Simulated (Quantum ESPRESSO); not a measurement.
## CrPbO3: energy against a fixed spin moment

How stiff is the total moment of CrPbO3, and does E(M) have further minima?

Program: Quantum ESPRESSO 7.5. Level of theory: PBEsol with U = 4.38 eV on Cr d (ortho-atomic projectors); plane waves with GBRV 1.5 PBEsol potentials, no spin-orbit coupling. Results are calculated unless marked as measured.

## Step 1: The structure

Symmetry: Pm-3m, No. 221, cubic system. The conventional cell has a = 4.011 Å, b = 4.011 Å, c = 4.011 Å, α = 90.00°, β = 90.00°, γ = 90.00°. Cr has 6 O at 2.01 Å nearest. Nearest to Pb lie 12 O at 2.84 Å. Nearest to O lie 2 Cr at 2.01 Å. Farther neighbours and most contacts between anions are not listed.

The cell comes from Materials Project 2023-11-01, a database of computed structures, and need not be the stable phase.

## Step 2: The free run

pw.in

```
&CONTROL
  calculation = 'scf'
  prefix = 'pwscf'
  outdir = './tmp'
  pseudo_dir = './pseudo'
  disk_io = 'nowf'
/
&SYSTEM
  ibrav = 0
  celldm(1) = 8
  nat = 5
  ntyp = 3
  ecutwfc = 40
  ecutrho = 280
  nbnd = 34
  occupations = 'smearing'
  smearing = 'fd'
  degauss = 0.00734986
  nspin = 2
  starting_magnetization(1) = 0.2143
  starting_magnetization(2) = 0
  starting_magnetization(3) = 0
/
&ELECTRONS
  conv_thr = 1d-08
  electron_maxstep = 150
  mixing_beta = 0.3
/
ATOMIC_SPECIES
Cr     51.9961 cr_pbesol_v1.5.uspp.F.UPF
Pb    207.2000 pb_pbesol_v1.uspp.F.UPF
O      15.9990 o_pbesol_v1.2.uspp.F.UPF
CELL_PARAMETERS alat
   0.9475086788874    0.0000000000000    0.0000000000000
   0.0000000000000    0.9475086788874    0.0000000000000
   0.0000000000000    0.0000000000000    0.9475086788874
ATOMIC_POSITIONS crystal
Cr      0.0000000000    0.0000000000    0.0000000000
Pb      0.5000000000    0.5000000000    0.5000000000
O       0.0000000000    0.0000000000    0.5000000000
O       0.0000000000    0.5000000000    0.0000000000
O       0.5000000000    0.0000000000    0.0000000000
K_POINTS automatic
6 6 6 0 0 0
HUBBARD {ortho-atomic}
U Cr-3d 4.3800
```

Run with:

```sh
> OMP_NUM_THREADS=1 mpirun -n 2 pw.x -nk 2 -in pw.in > pw.out
```

The program printed:

```text
Program PWSCF v.7.5 starts

     Message from routine setup:
     using ibrav=0 with symmetry is DISCOURAGED, use correct ibrav instead

     K-points division:     npool     =       2
     Subspace diagonalization in iterative solution of the eigenvalue problem:

     G-vector sticks info
     --------------------
     sticks:   dense  smooth     PW     G-vecs:    dense   smooth      PW
     Sum        1281     733    225                34457    14795    2553

     Using Slab Decomposition

     bravais-lattice index     =            0
     lattice parameter (alat)  =       8.0000  a.u.
     unit-cell volume          =     435.5315 (a.u.)^3
     number of atoms/cell      =            5
     number of atomic types    =            3
     number of electrons       =        46.00
     number of Kohn-Sham states=           34
     kinetic-energy cutoff     =      40.0000  Ry
     charge density cutoff     =     280.0000  Ry
     scf convergence threshold =      1.0E-08
     mixing beta               =       0.3000
     number of iterations used =            8  plain     mixing
     Exchange-correlation= SLA  PW   PSX  PSC
                           (   1   4  10   8   0   0   0)
     Hubbard projectors: ortho-atomic
     Hubbard parameters of DFT+U (Dudarev formulation) in eV:
     U(Cr-3d) =  4.3800

     Internal variables: lda_plus_u =T, lda_plus_u_kind = 0

     Internal variables: orbital_resolved =F, hub_pot_fix =F, apply_U = F

     celldm(1)=   8.000000  celldm(2)=   0.000000  celldm(3)=   0.000000
     celldm(4)=   0.000000  celldm(5)=   0.000000  celldm(6)=   0.000000

     crystal axes: (cart. coord. in units of alat)
               a(1) = (   0.947509   0.000000   0.000000 )
               a(2) = (   0.000000   0.947509   0.000000 )
               a(3) = (   0.000000   0.000000   0.947509 )

     reciprocal axes: (cart. coord. in units 2 pi/alat)
               b(1) = (  1.055399  0.000000  0.000000 )
               b(2) = (  0.000000  1.055399  0.000000 )
               b(3) = (  0.000000  0.000000  1.055399 )

     PseudoPot. # 1 for Cr read from file:
     cr_pbesol_v1.5.uspp.F.UPF
     Pseudo is Ultrasoft + core correction, Zval = 14.0
     Generated by new atomic code, or converted to UPF format
     Using radial grid of  857 points,  6 beta functions with:
                l(1) =   0
                l(2) =   0
                l(3) =   1
                l(4) =   1
                l(5) =   2
                l(6) =   2
     Q(r) pseudized with  8 coefficients,  rinner =    0.950   0.950   0.950
                                                       0.950   0.950

     PseudoPot. # 2 for Pb read from file:
     pb_pbesol_v1.uspp.F.UPF
     Pseudo is Ultrasoft + core correction, Zval = 14.0
     Generated by new atomic code, or converted to UPF format
     Using radial grid of  899 points,  6 beta functions with:
                l(1) =   0
                l(2) =   0
                l(3) =   1
                l(4) =   1
                l(5) =   2
                l(6) =   2
     Q(r) pseudized with  6 coefficients,  rinner =    1.000   1.000   1.000
                                                       1.000   1.000

     PseudoPot. # 3 for O  read from file:
     o_pbesol_v1.2.uspp.F.UPF
     Pseudo is Ultrasoft + core correction, Zval =  6.0
     Generated by new atomic code, or converted to UPF format
     Using radial grid of  737 points,  5 beta functions with:
                l(1) =   0
                l(2) =   0
                l(3) =   1
                l(4) =   1
                l(5) =   2
     Q(r) pseudized with  8 coefficients,  rinner =    0.900   0.900   0.900
                                                       0.900   0.900

     atomic species   valence    mass     pseudopotential
     Cr               14.00    51.99610     Cr( 1.00)
     Pb               14.00   207.20000     Pb( 1.00)
     O                 6.00    15.99900     O ( 1.00)

     Starting magnetic structure
     atomic species   magnetization
     Cr              0.214
     Pb              0.000
     O               0.000

     48 Sym. Ops., with inversion, found

   Cartesian axes

     site n.     atom                  positions (alat units)
         1        Cr     tau(   1) = (   0.0000000   0.0000000   0.0000000  )
         2        Pb     tau(   2) = (   0.4737543   0.4737543   0.4737543  )
         3        O      tau(   3) = (   0.0000000   0.0000000   0.4737543  )
         4        O      tau(   4) = (   0.0000000   0.4737543   0.0000000  )
         5        O      tau(   5) = (   0.4737543   0.0000000   0.0000000  )

     number of k points=    20  Fermi-Dirac smearing, width (Ry)=  0.0073
                       cart. coord. in units 2pi/alat
        k(    1) = (   0.0000000   0.0000000   0.0000000), wk =   0.0046296
        k(    2) = (   0.0000000   0.0000000   0.1758999), wk =   0.0277778
        k(    3) = (   0.0000000   0.0000000   0.3517998), wk =   0.0277778
        k(    4) = (   0.0000000   0.0000000  -0.5276997), wk =   0.0138889
        k(    5) = (   0.0000000   0.1758999   0.1758999), wk =   0.0555556
        [... 15 further k-points ...]

     Dense  grid:    34457 G-vectors     FFT dimensions: (  45,  45,  45)

     Smooth grid:    14795 G-vectors     FFT dimensions: (  32,  32,  32)

     Check: negative core charge=   -0.000005
     Generating pointlists ...
     new r_m :   0.1954 (alat units)  1.5634 (a.u.) for type    1
     new r_m :   0.2764 (alat units)  2.2110 (a.u.) for type    2
     new r_m :   0.1954 (alat units)  1.5634 (a.u.) for type    3

     Initial potential from superposition of free atoms

     starting charge      44.9979, renormalised to      46.0000

     negative rho (up, down):  8.738E-03 8.436E-03

     STARTING HUBBARD OCCUPATIONS:

     =================== HUBBARD OCCUPATIONS ===================
     ------------------------ ATOM    1 ------------------------
     Tr[ns(  1)] (up, down, total) =   3.40000  0.00000  3.40000
     Atomic magnetic moment for atom   1 =   3.40000
     [... lines left out ...]
     Number of occupied Hubbard levels =    3.4000

     Atomic wfc used for Hubbard projectors are orthogonalized

     Starting wfcs are   31 randomized atomic wfcs +    3 random wfcs

     Self-consistent Calculation

     iteration #  1     ecut=    40.00 Ry     beta= 0.30
     Davidson diagonalization with overlap
     ethr =  1.00E-02,  avg # of iterations =  4.7

     =================== HUBBARD OCCUPATIONS ===================
     ------------------------ ATOM    1 ------------------------
     Tr[ns(  1)] (up, down, total) =   2.73983  0.37336  3.11319
     Atomic magnetic moment for atom   1 =   2.36648
     [... lines left out ...]
     Number of occupied Hubbard levels =    3.1132

     negative rho (up, down):  7.809E-03 8.082E-03

     total energy              =    -435.44404338 Ry
     estimated scf accuracy    <       1.67060299 Ry

     total magnetization       =     2.00 Bohr mag/cell
     absolute magnetization    =     2.64 Bohr mag/cell

     iteration #  2     ecut=    40.00 Ry     beta= 0.30
     Davidson diagonalization with overlap
     ethr =  3.63E-03,  avg # of iterations =  1.8

     negative rho (up, down):  7.402E-03 8.037E-03

     total energy              =    -435.61015704 Ry
     estimated scf accuracy    <       1.54545987 Ry

     total magnetization       =     2.78 Bohr mag/cell
     absolute magnetization    =     3.48 Bohr mag/cell

     iteration #  3     ecut=    40.00 Ry     beta= 0.30
     Davidson diagonalization with overlap
     ethr =  3.36E-03,  avg # of iterations =  1.0

     negative rho (up, down):  6.948E-03 8.099E-03

     total energy              =    -435.80456185 Ry
     estimated scf accuracy    <       0.15616188 Ry

     total magnetization       =     2.01 Bohr mag/cell
     absolute magnetization    =     3.01 Bohr mag/cell

     [... further iterations left out ...]

     iteration # 10     ecut=    40.00 Ry     beta= 0.30
     Davidson diagonalization with overlap
     ethr =  1.48E-08,  avg # of iterations =  7.5

     negative rho (up, down):  6.919E-03 1.082E-02

     total energy              =    -435.83432976 Ry
     estimated scf accuracy    <       0.00000282 Ry

     total magnetization       =     2.01 Bohr mag/cell
     absolute magnetization    =     3.62 Bohr mag/cell

     iteration # 11     ecut=    40.00 Ry     beta= 0.30
     Davidson diagonalization with overlap
     ethr =  6.13E-09,  avg # of iterations =  2.4

     negative rho (up, down):  6.928E-03 1.083E-02

     total energy              =    -435.83433064 Ry
     estimated scf accuracy    <       0.00000051 Ry

     total magnetization       =     2.01 Bohr mag/cell
     absolute magnetization    =     3.62 Bohr mag/cell

     iteration # 12     ecut=    40.00 Ry     beta= 0.30
     Davidson diagonalization with overlap
     ethr =  1.12E-09,  avg # of iterations =  2.5

     negative rho (up, down):  6.934E-03 1.083E-02

     total energy              =    -435.83433096 Ry
     estimated scf accuracy    <       0.00000009 Ry

     total magnetization       =     2.01 Bohr mag/cell
     absolute magnetization    =     3.63 Bohr mag/cell

     iteration # 13     ecut=    40.00 Ry     beta= 0.30
     Davidson diagonalization with overlap
     ethr =  2.05E-10,  avg # of iterations =  2.3

     negative rho (up, down):  6.932E-03 1.083E-02

     Magnetic moment per site  (integrated on atomic sphere of radius R)
     atom   1 (R=0.195)  charge= 10.8465  magn=  2.3462
     atom   2 (R=0.276)  charge= 11.2614  magn= -0.0380
     atom   3 (R=0.195)  charge=  5.3903  magn= -0.2389
     atom   4 (R=0.195)  charge=  5.3903  magn= -0.2389
     atom   5 (R=0.195)  charge=  5.3903  magn= -0.2389

     End of self-consistent calculation

     =================== HUBBARD OCCUPATIONS ===================
     ------------------------ ATOM    1 ------------------------
     Tr[ns(  1)] (up, down, total) =   3.42422  0.59862  4.02284
     Atomic magnetic moment for atom   1 =   2.82560
     [... lines left out ...]
     Number of occupied Hubbard levels =    4.0228

     [... lines left out ...]
     the Fermi energy is     9.5732 ev

!    total energy              =    -435.83433113 Ry
     estimated scf accuracy    <          6.7E-09 Ry
     smearing contrib. (-TS)   =      -0.00686929 Ry
     internal energy E=F+TS    =    -435.82746184 Ry

     The total energy is F=E-TS. E is the sum of the following terms:
     one-electron contribution =    -135.71520629 Ry
     hartree contribution      =      96.62531753 Ry
     xc contribution           =    -106.58199820 Ry
     ewald contribution        =    -290.33678971 Ry
     Hubbard energy            =       0.18121483 Ry

     total magnetization       =     2.01 Bohr mag/cell
     absolute magnetization    =     3.63 Bohr mag/cell

     convergence has been achieved in  13 iterations

=------------------------------------------------------------------------------=
   JOB DONE.
=------------------------------------------------------------------------------=
```

Wall time 30 s (2 MPI ranks of Intel Xeon Platinum 8259CL at 2.50GHz (Skylake/Cascade Lake), shared host); peak memory 0.27 GiB; 60 s of CPU time.

Spin moment in the atom's sphere by atom:

```tsv
atom	spin moment in the atom's sphere (μB)
Cr1	2.35
Pb2	-0.04
O3	-0.24
O4	-0.24
O5	-0.24
```

Numbers from this step:

* smearing term TS: 0.09346 eV
* magnetization: 2.012 μB
* absolute magnetization: 3.627 μB
* final state: ferromagnetic

## Step 3: Moment fixed at 0 μB

The two spin channels are filled to separate Fermi energies, so that the total moment meets the target. Half of the up one less the down one is the slope dE/dM.

pw.in, as its differences from that of step 2:

```diff
@@ -19,5 +19,6 @@
   nspin = 2
-  starting_magnetization(1) = 0.2143
+  starting_magnetization(1) = 0.0107
   starting_magnetization(2) = 0
   starting_magnetization(3) = 0
+  tot_magnetization = 0
 /
```

The program printed:

```text
     [... lines left out ...]
Program PWSCF v.7.5 starts
     [... lines left out ...]
     number of atoms/cell      =            5
     [... lines left out ...]
     number of electrons       =        46.00 (up:  23.00, down:  23.00)
     number of Kohn-Sham states=           34
     kinetic-energy cutoff     =      40.0000  Ry
     charge density cutoff     =     280.0000  Ry
     scf convergence threshold =      1.0E-08
     [... lines left out ...]
     48 Sym. Ops., with inversion, found
     [... lines left out ...]
     number of k points=    20  Fermi-Dirac smearing, width (Ry)=  0.0073
     [... lines left out ...]
     iteration # 16     ecut=    40.00 Ry     beta= 0.30
     [... lines left out ...]
     Magnetic moment per site  (integrated on atomic sphere of radius R)
     atom   1 (R=0.195)  charge= 10.8030  magn=  0.0000
     atom   2 (R=0.276)  charge= 11.2735  magn= -0.0000
     atom   3 (R=0.195)  charge=  5.3804  magn= -0.0000
     atom   4 (R=0.195)  charge=  5.3804  magn= -0.0000
     atom   5 (R=0.195)  charge=  5.3804  magn= -0.0000
     [... lines left out ...]
     Tr[ns(  1)] (up, down, total) =   2.06570  2.06567  4.13137
     [... lines left out ...]
     the spin up/dw Fermi energies are    10.5518   10.5520 ev
!    total energy              =    -435.66210976 Ry
     estimated scf accuracy    <          5.5E-10 Ry
     smearing contrib. (-TS)   =      -0.01048074 Ry
     [... lines left out ...]
     total magnetization       =     0.00 Bohr mag/cell
     absolute magnetization    =     0.00 Bohr mag/cell
     convergence has been achieved in  16 iterations
```

Elapsed: 36 s, on 2 MPI ranks; peak memory 0.27 GiB; 72 s of CPU time.

This step gave:

```yaml
magnetization: 0 μB
absolute_magnetization: 0 μB
half_the_difference_of_the_two_fermi_energies: -0.1 meV
largest_moment: 0 μB
```

(Continued in part 2 of 2.)

[Logs and program files are shortened in this print: banners, set-up blocks, solver, clock and traceback lines can be left out without a mark of their own.]

[Logs are printed without paths, hosts, clocks, repeated set-up lines and the standing remarks that a program may print on its own settings, such as how far it seeks lower states.]

[Hosts, paths, dates, database ids (printed as entryN), source tags and the programs' standing remarks are cut or masked in the printed files.]

[Where a cell is said to come from a database of computed structures, the database is the Materials Project.]
